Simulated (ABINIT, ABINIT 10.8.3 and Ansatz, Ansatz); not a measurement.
# Excitons of F (C2/m): kernels and approximations

Aim: the absorption spectrum of F (C2/m) with electron-hole interaction, and what each part of the kernel does.

Method: LDA and many-body steps on it, plane waves, in ABINIT 10.8.3 and Ansatz 0.2.0.

### Step 1. The structure

Symmetry: C2/m, No. 12, monoclinic system. The conventional cell has a = 5.301 Å, b = 3.035 Å, c = 7.047 Å, α = 90.00°, β = 107.37°, γ = 90.00°. F has 1 F at 1.41 Å nearest. F has 1 F at 1.41 Å nearest.

The cell and positions are those that the Materials Project relaxed with its own functionals (PBE, PBE+U or r2SCAN), kept fixed.

### Step 2. Empty states on the mesh, 4×4×2 mesh, 44 bands

This step: ABINIT 10.8.3; DFT, LDA, plane waves, norm-conserving pseudopotentials.

The sums over transitions need many empty states on a uniform mesh; this step solves for them.

run.abi

```
acell 3*1.0 Angstrom
rprim 
  2.650494272500 -1.517320773400 0.000000000000
  2.650494272500 1.517320773400 -0.000000000000
  -2.103423892600 -0.000000000000 6.726107507300
ntypat 1
znucl 9
natom 4
typat 1 1 1 1
xred 
  0.504495130000 0.504495130000 0.400850110000
  0.085358160000 0.085358160000 0.098603260000
  0.495504870000 0.495504870000 0.599149890000
  0.914641840000 0.914641840000 0.901396740000
pp_dirpath "pseudos"
pseudos "F.upf"
ecut 36
ngkpt 4 4 2
nshiftk 1
shiftk 0 0 0
kptopt 1
chksymbreak 0
iscf -2
irdden 1
istwfk *1
nband 44
nbdbuf 4
tolwfr 1e-09
nstep 60
prtvol 0
indata_prefix "in"
outdata_prefix "out"
tmpdata_prefix "tmp"
```

Started as:

```
$ OMP_NUM_THREADS=1 mpirun -n 4 abinit run.abi > log
```

Numbers of over 12 decimals in the logs are rounded to 6 here.

What it wrote:

```text
.Version 10.8.3 of ABINIT. v10.8.2 released Aug 2026.

 Symmetries : space group C2/m (# 12); Bravais mC (1-face-center monocl.)
[... echo of the input left out ...]
== DATASET  1 ==================================================================
-   mpi_nproc: 4, omp_nthreads: 1 (-1 if OMP is not activated)

--- !DatasetInfo
iteration_state: {dtset: 1, }
dimensions: {natom: 4, nkpt: 14, mband: 44, nsppol: 1, nspinor: 1, nspden: 1, mpw: 3789, }
cutoff_energies: {ecut:  36.0, pawecutdg:  -1.0, }
[...]
0.75950    0.76036    0.82382    0.83605    0.85448    0.86663    0.92647    0.93732
   0.96509    0.96740    1.02562    1.05816    1.11732    1.12278    1.13453    1.14850
   1.14956    1.22100    1.22577    1.30248
 prteigrs : prtvol=0 or 1, do not print more k-points.

== END DATASET(S) ==============================================================
================================================================================

 -outvars: echo values of variables after computation  --------
            nband          44
             nkpt          14
          spgroup          12
 [... the other variables as echoed above ...]

 Calculation completed.
```

The job ended after 7.1 s (4 MPI ranks of Arm Neoverse V2, shared host; peak memory 0.31 GiB).

Numbers from this step:

- gap: 2.161 eV
- k of the valence top: 0.5, 0.5, 0
- k of the conduction bottom: 0, 0, 0
- least direct gap: 2.236 eV
- k points computed: 14
- lowest point of the top converged band, above the valence top: 35.27 eV

On this mesh the gap is 2.161 eV.

The density comes from a self-consistent run that is not shown.

### Step 3. Screening, 4×4×2 mesh, 40 bands, screening to 98 eV

The RPA dielectric matrix is built and inverted for each q.

This step: RPA screening on LDA, plane waves, norm-conserving pseudopotentials.

Changes to run.abi since step 2:

```diff
@@ -22,10 +22,11 @@
 chksymbreak 0
-iscf -2
-irdden 1
 istwfk *1
-nband 44
-nbdbuf 4
-tolwfr 1e-09
-nstep 60
-prtvol 0
+occopt 1
+irdwfk 1
+optdriver 3
+nband 40
+ecuteps 3.6
+inclvkb 2
+awtr 1
+symchi 1
 indata_prefix "in"
```

What it wrote:

```text
.Version 10.8.3 of ABINIT. v10.8.2 released Aug 2026.

 Symmetries : space group C2/m (# 12); Bravais mC (1-face-center monocl.)
[... echo of the input left out ...]
== DATASET  1 ==================================================================
-   mpi_nproc: 4, omp_nthreads: 1 (-1 if OMP is not activated)

--- !DatasetInfo
iteration_state: {dtset: 1, }
dimensions: {natom: 4, nkpt: 14, mband: 40, nsppol: 1, nspinor: 1, nspden: 1, mpw: 3789, }
cutoff_energies: {ecut:  36.0, pawecutdg:  -1.0, }
[...]
--------------------------------------------------------------------------------
[... chi0 elements left out ...]
 For q-point:  0.000010 0.000020 0.000030
  dielectric constant =   2.3176
  dielectric constant without local fields =   2.7323

  Average fulfillment of the sum rule on Im[epsilon] for q-point    1 :     30.36  [%]
[... wings left out ...]
  q-point number  2        q = ( 0.250000, 0.000000, 0.000000) [r.l.u.]
--------------------------------------------------------------------------------
[... chi0 elements left out ...]
  Average fulfillment of the sum rule on Im[epsilon] for q-point    2 :     31.81  [%]

 [... 12 further q-points ...]
```

Elapsed: 10 s, on 4 MPI ranks; peak memory 0.71 GiB; 40 s of CPU time.

This step gave:

- ε∞ with local fields, on this mesh, along the program's q direction: 2.318
- the same without local fields: 2.732
- plasma frequency: 26.71 eV
- plane waves in the screening matrix: 133

Local fields lower ε∞ by 15 %. On a Γ-centred mesh this coarse the value itself is usually too large, while a short band sum pulls it down.

### Step 4. Self-energy, 4×4×2 mesh, 40 bands, screening to 98 eV

The self-energy is evaluated for the states that the input lists, and the levels follow from it, in one-shot runs by the linearised quasiparticle equation.

This step: G0W0 on LDA, plane waves, norm-conserving pseudopotentials.

Changes to run.abi since step 3:

```diff
@@ -25,8 +25,17 @@
 irdwfk 1
-optdriver 3
+optdriver 4
 nband 40
+gwcalctyp 0
+ecutsigx 36
+symsigma 1
+nkptgw 2
+kptgw 
+  0.5000000000 0.5000000000 0.0000000000
+  0.0000000000 0.0000000000 0.0000000000
+bdgw 
+  13 16
+  13 16
 ecuteps 3.6
-inclvkb 2
-awtr 1
-symchi 1
+irdscr 1
+ppmodel 1
 indata_prefix "in"
```

What it wrote:

```text
.Version 10.8.3 of ABINIT. v10.8.2 released Aug 2026.

 Symmetries : space group C2/m (# 12); Bravais mC (1-face-center monocl.)
[... echo of the input left out ...]
== DATASET  1 ==================================================================
-   mpi_nproc: 4, omp_nthreads: 1 (-1 if OMP is not activated)

--- !DatasetInfo
iteration_state: {dtset: 1, }
dimensions: {natom: 4, nkpt: 14, mband: 40, nsppol: 1, nspinor: 1, nspden: 1, mpw: 3789, }
cutoff_energies: {ecut:  36.0, pawecutdg:  -1.0, }
[...]
Band     E0 <VxcDFT>   SigX SigC(E0)      Z dSigC/dE  Sig(E)    E-E0       E
[...]
15  -1.856 -22.068 -15.180  -2.418   0.804  -0.244 -18.473   3.595   1.739
       16  -0.627 -24.210 -16.284  -2.820   0.784  -0.275 -20.206   4.004   3.377

== END DATASET(S) ==============================================================
================================================================================

 -outvars: echo values of variables after computation  --------
           etotal      0.0000000000E+00
            nband          40
             nkpt          14
          spgroup          12
 [... the other variables as echoed above ...]

 Calculation completed.
```

Wall time 2.7 s (4 MPI ranks); peak memory 0.18 GiB; 10 s of CPU time.

Numbers from this step:

```yaml
g0w0_gap_on_the_points_computed: 8.053 eV
starting_gap_on_the_mesh: 2.161 eV
k_of_the_valence_top: 0.5, 0.5, 0
k_of_the_conduction_bottom: 0, 0, 0
least_direct_g0w0_gap_on_the_computed_points: 8.127 eV
```

The gap on the mesh goes from 2.16 eV to 8.05 eV, a correction of +5.89 eV.

The gap opens by 5.892 eV; the next steps shift the empty bands rigidly by 5.892 eV.

### Step 5. Excitons

Optical absorption needs the electron-hole interaction, solved here in a basis of vertical transitions on the mesh.

This step: Bethe-Salpeter equation on LDA with a scissors shift, plane waves, norm-conserving pseudopotentials.

Changes to run.abi since step 4:

```diff
@@ -25,17 +25,17 @@
 irdwfk 1
-optdriver 4
-nband 40
-gwcalctyp 0
-ecutsigx 36
-symsigma 1
-nkptgw 2
-kptgw 
-  0.5000000000 0.5000000000 0.0000000000
-  0.0000000000 0.0000000000 0.0000000000
-bdgw 
-  13 16
-  13 16
+optdriver 99
+bs_calctype 1
+mbpt_sciss 5.892 eV
+bs_loband 7
+nband 16
+bs_exchange_term 1
+bs_coulomb_term 11
+bs_coupling 0
+bs_algorithm 1
+bs_freq_mesh 0 14 0.1 eV
+zcut 0.15 eV
 ecuteps 3.6
+ecutwfn 18
+inclvkb 2
 irdscr 1
-ppmodel 1
 indata_prefix "in"
```

What it wrote:

```text
.Version 10.8.3 of ABINIT. v10.8.2 released Aug 2026.

 Symmetries : space group C2/m (# 12); Bravais mC (1-face-center monocl.)
[... echo of the input left out ...]
== DATASET  1 ==================================================================
-   mpi_nproc: 4, omp_nthreads: 1 (-1 if OMP is not activated)

--- !DatasetInfo
iteration_state: {dtset: 1, }
dimensions: {natom: 4, nkpt: 14, mband: 16, nsppol: 1, nspinor: 1, nspden: 1, mpw: 1357, }
cutoff_energies: {ecut:  18.0, pawecutdg:  -1.0, }
electrons: {nelect:   2.80000000E+01, charge:   0.00000000E+00, occopt:   1.00000000E+00, tsmear:   1.00000000E-02, }

 Exciton: Calculation of dielectric properties by solving the Bethe-Salpeter equation
 in frequency domain and reciprocal space on a transitions basis set.
 Based on a program developed by L. Reining, V. Olevano, F. Sottile,
 S. Albrecht, and G. Onida. Incorporated in ABINIT by M. Giantomassi.

.Using double precision arithmetic ; gwpc =  8

[... cell and pseudopotentials left out ...]
--------------------------------------------------------------------------------

 ==== K-mesh for the wavefunctions ====
 Number of points in the irreducible wedge :    14
[... list of points left out ...]
 Together with  4 symmetry operations and time-reversal symmetry
 yields    32 points in the full Brillouin Zone.

 ==== Q-mesh for the screening function ====
 Number of points in the irreducible wedge :    14
[... list of points left out ...]
 Together with  4 symmetry operations and time-reversal symmetry
 yields    32 points in the full Brillouin Zone.

 vcoul_init : cutoff-mode = AUXILIARY_FUNCTION
 q-points for optical limit:   1
     1)      0.000010    0.000020    0.000030
 setmesh: FFT mesh size selected  =    15x   15x   36
          total number of points  =         8100

 ==== Fundamental parameters for the solution of the Bethe-Salpeter equation: ====
 Algorithm: Direct diagonalization.
 Dimension of the v, W matrices,  npweps  = 133
 Cutoff for the wavefunctions,    npwwfn  = 1357
 Number of k-points in the IBZ,   nkibz   = 14
 Highest empty band included,     nband   = 16
 === Spin UP ===
 Number of resonant transitions          512
 Lowest occupied state                   7
 Highest occupied state                  14
 Lowest unoccupied state                 15
 Highest unoccupied state                16
 Minimum frequency [eV]           Emin    =   0.00
 Maximum frequency [eV]           Emax    =  14.00
 Frequency step [eV]              dE      =   0.10
 Lorentzian broadening [eV]       eta     =   0.15
 RPA L0 with KS energies and KS wavefunctions
 Scissors operator energy [eV] =          5.89
 Local fields effects (v term) included
 Excitonic effects (W term) included
 Full W_GG' included
 W is read from an external SCR file
 Resonant-only calculation (Hermitian case)

 Calculating epsilon_Macro(q-->0,w), along the following directions:
 q = (  0.782697  0.000000  0.000000) [r.l.u.]
 q = (  0.000000  0.782697  0.000000) [r.l.u.]
 q = (  0.000000  0.000000  2.022939) [r.l.u.]
 q = (  0.797161  0.797161 -0.632624) [r.l.u.]
 q = ( -0.456348  0.456348  0.000000) [r.l.u.]
 q = (  0.000000  0.000000  2.022939) [r.l.u.]
 Number of electrons calculated from density =   27.9270; Expected =   28.0000
 average of density, n =  0.076494
 r_s =    1.4614
 omega_plasma =   26.6790 [eV]

. Writing resonant excitonic Hamiltonian on file out_BSR; file size=   0.00 [Gb].
 Direct diagonalization of the resonant excitonic Hamiltonian, Matrix size= 512
. Using LAPACK sequential version.
 Excitonic eigenvalues in eV up to n=   32
   2.77212   2.83623   2.92621   2.94131   5.81787   5.85500   5.92560   5.95949
   6.74305   6.86058   6.88885   6.91452   6.99318   7.03097   7.04029   7.06612
   7.09577   7.13450   7.14333   7.16688   7.19123   7.21272   7.22938   7.24358
   7.24834   7.26649   7.28049   7.28956   7.30111   7.31697   7.33067   7.33804

 First excitonic eigenvalue=    2.77 [eV]
 Last  excitonic eigenvalue=   12.63 [eV]

 GW  direct gap       8.13  0.00 [eV]
 EXC direct gap       2.77  0.00 [eV]
 EXC binding energy   5.36  0.00 [eV]

 Excitonic eigenvalues up to the GW energy gap [eV]
  1 (  2.77  0.00)
  2 (  2.84  0.00)
  3 (  2.93  0.00)
  4 (  2.94  0.00)
  5 (  5.82  0.00)
  6 (  5.86  0.00)
[...]
160 (  8.12  0.00)
161 (  8.12  0.00)
162 (  8.12  0.00)

 Macroscopic dielectric function:
 omega [eV] <KS_RPA_nlf>  <GW_RPA_nlf>  <BSE>
   0.0000   1.4900   0.0000   1.1828   0.0000   1.2254   0.0000
   0.1000   1.4904   0.0014   1.1828   0.0001   1.2255   0.0001
   0.2000   1.4918   0.0027   1.1829   0.0001   1.2256   0.0003
   0.3000   1.4941   0.0042   1.1830   0.0002   1.2258   0.0004
   0.4000   1.4973   0.0056   1.1831   0.0002   1.2261   0.0005
   0.5000   1.5015   0.0072   1.1833   0.0003   1.2265   0.0007
   0.6000   1.5068   0.0088   1.1835   0.0004   1.2270   0.0008
   0.7000   1.5132   0.0106   1.1838   0.0004   1.2276   0.0010
   0.8000   1.5208   0.0126   1.1841   0.0005   1.2283   0.0011
   0.9000   1.5297   0.0147   1.1845   0.0006   1.2291   0.0013

 Writing KS-RPA macroscopic dielectric function without local fields to file: out_RPA_NLF_MDF
 Writing GW-RPA macroscopic dielectric function without local fields to file: out_GW_NLF_MDF
 Writing EXC Macroscopic dielectric function to file: out_EXC_MDF

== END DATASET(S) ==============================================================
================================================================================

 -outvars: echo values of variables after computation  --------
           etotal      0.0000000000E+00
            nband          16
             nkpt          14
          spgroup          12
 [... the other variables as echoed above ...]

 Calculation completed.
```

The job ended after 5.7 s (4 MPI ranks; peak memory 0.38 GiB).

Numbers from this step:

- direct gap of the transition levels: 8.129 eV
- transitions in the window: 512
- first strong exciton (over a fiftieth of the strongest listed): 2.772 eV
- lowest state: 2.772 eV
- binding of the lowest state below the direct gap: 5.357 eV
- Coulomb term of one mesh cell: 1.470 eV

The lowest state lies at 2.772 eV, 5.357 eV under the direct gap.

Lines within 3 meV are set at the lowest of them, and the highest group, which the list may cut short, is left out. Exciton lines, with heights relative to the strongest:

```csv
position (eV),"oscillator strength, relative"
2.772,7.9
2.836,6.1
2.926,6.4
2.941,6.1
5.818,0.1
5.855,0.0
5.926,0.2
5.960,0.2
6.743,68
6.861,0.9
6.889,94
6.915,7.7
6.993,3.3
7.031,100
7.040,18
```

Mean over the three Cartesian directions of q; broadening 0.15 eV; transition window only. Limits: finite bands, cutoff and mesh; coarse k mesh. ε₂ against photon energy; read off at these points:

```csv
photon energy (eV),BSE,no electron-hole interaction,"Kohn-Sham, no shift"
0.00,0,0,0
0.50,6.7e-4,3.0e-4,0.0071
1.00,0.00143,6.0e-4,0.017
1.50,0.00247,9.7e-4,0.0365
2.00,0.0043,0.0013,0.113
2.50,0.0133,0.00177,0.439
3.00,0.0418,0.00227,1.19
3.50,0.0095,0.0029,1.97
4.00,0.0094,0.00367,0.411
4.50,0.0123,0.00467,0.0955
5.00,0.0178,0.0061,0.0492
5.50,0.0289,0.0081,0.0468
6.00,0.057,0.0111,0.180
6.50,0.183,0.0161,0.326
7.00,0.936,0.0255,0.285
7.40,1.62,0.0417,0.333
7.50,1.45,0.0485,0.303
8.00,1.18,0.175,0.0412
8.50,0.365,0.532,0.0161
9.00,0.0829,1.29,0.00933
9.40,0.0491,1.98,0.00677
9.50,0.0461,1.94,0.0063
10.00,0.0587,0.268,0.0046
10.50,0.221,0.0806,0.00357
11.00,0.297,0.0471,0.0028
11.10,0.315,0.0451,0.0027
11.50,0.218,0.0547,0.00233
12.00,0.166,0.196,0.00193
12.50,0.0690,0.330,0.00163
13.00,0.0169,0.298,0.0014
13.50,0.00923,0.212,0.00117
```

### Step 6. Triplet (no exchange term)

Changes to run.abi since step 5:

```diff
@@ -28,5 +28,5 @@
 mbpt_sciss 5.892 eV
-bs_loband 7
+bs_loband 11
 nband 16
-bs_exchange_term 1
+bs_exchange_term 0
 bs_coulomb_term 11
@@ -34,3 +34,3 @@
 bs_algorithm 1
-bs_freq_mesh 0 14 0.1 eV
+bs_freq_mesh 0 12 0.1 eV
 zcut 0.15 eV
```

What it wrote:

```text
.Version 10.8.3 of ABINIT. v10.8.2 released Aug 2026.

 Symmetries : space group C2/m (# 12); Bravais mC (1-face-center monocl.)
[... echo of the input left out ...]
== DATASET  1 ==================================================================
-   mpi_nproc: 4, omp_nthreads: 1 (-1 if OMP is not activated)

--- !DatasetInfo
iteration_state: {dtset: 1, }
dimensions: {natom: 4, nkpt: 14, mband: 16, nsppol: 1, nspinor: 1, nspden: 1, mpw: 1357, }
cutoff_energies: {ecut:  18.0, pawecutdg:  -1.0, }
electrons: {nelect:   2.80000000E+01, charge:   0.00000000E+00, occopt:   1.00000000E+00, tsmear:   1.00000000E-02, }

 Exciton: Calculation of dielectric properties by solving the Bethe-Salpeter equation
 in frequency domain and reciprocal space on a transitions basis set.
 Based on a program developed by L. Reining, V. Olevano, F. Sottile,
 S. Albrecht, and G. Onida. Incorporated in ABINIT by M. Giantomassi.

.Using double precision arithmetic ; gwpc =  8

[... cell and pseudopotentials left out ...]
--------------------------------------------------------------------------------

 ==== K-mesh for the wavefunctions ====
 Number of points in the irreducible wedge :    14
[... list of points left out ...]
 Together with  4 symmetry operations and time-reversal symmetry
 yields    32 points in the full Brillouin Zone.

 ==== Q-mesh for the screening function ====
 Number of points in the irreducible wedge :    14
[... list of points left out ...]
 Together with  4 symmetry operations and time-reversal symmetry
 yields    32 points in the full Brillouin Zone.

 vcoul_init : cutoff-mode = AUXILIARY_FUNCTION
 q-points for optical limit:   1
     1)      0.000010    0.000020    0.000030
 setmesh: FFT mesh size selected  =    15x   15x   36
[...]
average of density, n =  0.076494
 r_s =    1.4614
 omega_plasma =   26.6790 [eV]

. Writing resonant excitonic Hamiltonian on file out_BSR; file size=   0.00 [Gb].
 Direct diagonalization of the resonant excitonic Hamiltonian, Matrix size= 256
. Using LAPACK sequential version.
 Excitonic eigenvalues in eV up to n=   32
   2.22504   2.30032   2.39627   2.40716   6.74284   6.86009   6.86968   6.90763
   6.99290   7.01899   7.03168   7.05948   7.06545   7.12321   7.14162   7.14931
   7.15886   7.18889   7.19781   7.21184   7.21476   7.24707   7.25623   7.27354
   7.28248   7.28959   7.30299   7.30502   7.32092   7.33881   7.34148   7.35816

 First excitonic eigenvalue=    2.23 [eV]
 Last  excitonic eigenvalue=    8.88 [eV]

 GW  direct gap       8.13  0.00 [eV]
 EXC direct gap       2.23  0.00 [eV]
 EXC binding energy   5.90  0.00 [eV]

 Excitonic eigenvalues up to the GW energy gap [eV]
  1 (  2.23  0.00)
  2 (  2.30  0.00)
  3 (  2.40  0.00)
[...]
158 (  8.12  0.00)
159 (  8.12  0.00)

 Macroscopic dielectric function:
 omega [eV] <KS_RPA_nlf>  <GW_RPA_nlf>  <BSE>
   0.0000   1.4393   0.0000   1.1556   0.0000   1.1952   0.0000
   0.1000   1.4398   0.0013   1.1556   0.0001   1.1953   0.0001
   0.2000   1.4411   0.0027   1.1557   0.0001   1.1954   0.0003
[...]
0.8000   1.4694   0.0123   1.1568   0.0005   1.1985   0.0013
   0.9000   1.4782   0.0144   1.1571   0.0005   1.1995   0.0015

 Writing KS-RPA macroscopic dielectric function without local fields to file: out_RPA_NLF_MDF
 Writing GW-RPA macroscopic dielectric function without local fields to file: out_GW_NLF_MDF
 Writing EXC Macroscopic dielectric function to file: out_EXC_MDF

== END DATASET(S) ==============================================================
================================================================================

 -outvars: echo values of variables after computation  --------
           etotal      0.0000000000E+00
            nband          16
             nkpt          14
          spgroup          12
 [... the other variables as echoed above ...]

 Calculation completed.
```

Wall time 2.8 s (4 MPI ranks); peak memory 0.1 GiB.

The lowest triplet lies at 2.225 eV; without spin-orbit coupling triplets are dark, so no spectrum is read.

(Continued in part 2 of 3.)

[Paths, hosts, dates, memory and timing lines, banners, echoed tables and standing remarks are left out of the program output.]

[Logs are printed without paths, hosts, clocks, repeated set-up lines and the standing remarks that a program may print on its own settings, such as how far it seeks lower states.]

[Runs of the session that timed out or met a known fault of the program may be left out.]

[Hosts, paths, dates, database ids (printed as entryN), source tags and the programs' standing remarks are cut or masked in the printed files.]

[G0W0 gaps are taken among the corrected bands and points alone; a level outside them can change the order at an edge.]

[Where Ansatz stands beside ABINIT at settings called matched, ABINIT's density can come from a denser mesh and the files from another edition; pairs whose starting gaps differed by over 0.03 eV were left out, so agreement reads better than it is.]
